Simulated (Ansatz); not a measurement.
In doubt: masses and optical values from hybrid runs of this build are listed as unsure (in some of the runs), which bears on the screening that GW takes from such a start.

System: Diamond (Fd-3m, 2 atoms a cell).

```xyz
2
Lattice="0.0000 1.7834 1.7834 1.7834 0.0000 1.7834 1.7834 1.7834 0.0000" Properties=species:S:1:pos:R:3 pbc="T T T"
C     0.0000    0.0000    0.0000
C     0.8917    0.8917    0.8917
```

The cell and positions come from the Crystallography Open Database and are kept as given unless a step says otherwise.

Gaps computed with Ansatz 0.2.0 without a self-energy: HSE06 5.29 eV.

Question: Estimate the G0W0@HSE06 gap with 12×12×12 mesh, 101 empty bands, screening to 250 eV, hard PAW files.

About 5.95 eV: on its mesh the run moves the gap from 5.32 eV by +0.67 eV, and the mesh misses the edges by 0.03 eV. Bands and cutoff are finite, so the gap is not at the basis limit. The miss can reach some tenths of an eV and take either sign; the mesh is an error of its own.

[Paths, hosts, dates, memory and timing lines, banners, echoed tables and standing remarks are left out of the program output.]

[Logs are printed without paths, hosts, clocks, repeated set-up lines and the standing remarks that a program may print on its own settings, such as how far it seeks lower states.]

[Runs of the session that timed out or met a known fault of the program may be left out.]

[Cells called generated may have been cut or substituted from an entry of the Crystallography Open Database or the Materials Project.]

[Hosts, paths, dates, database ids (printed as entryN), source tags and the programs' standing remarks are cut or masked in the printed files.]
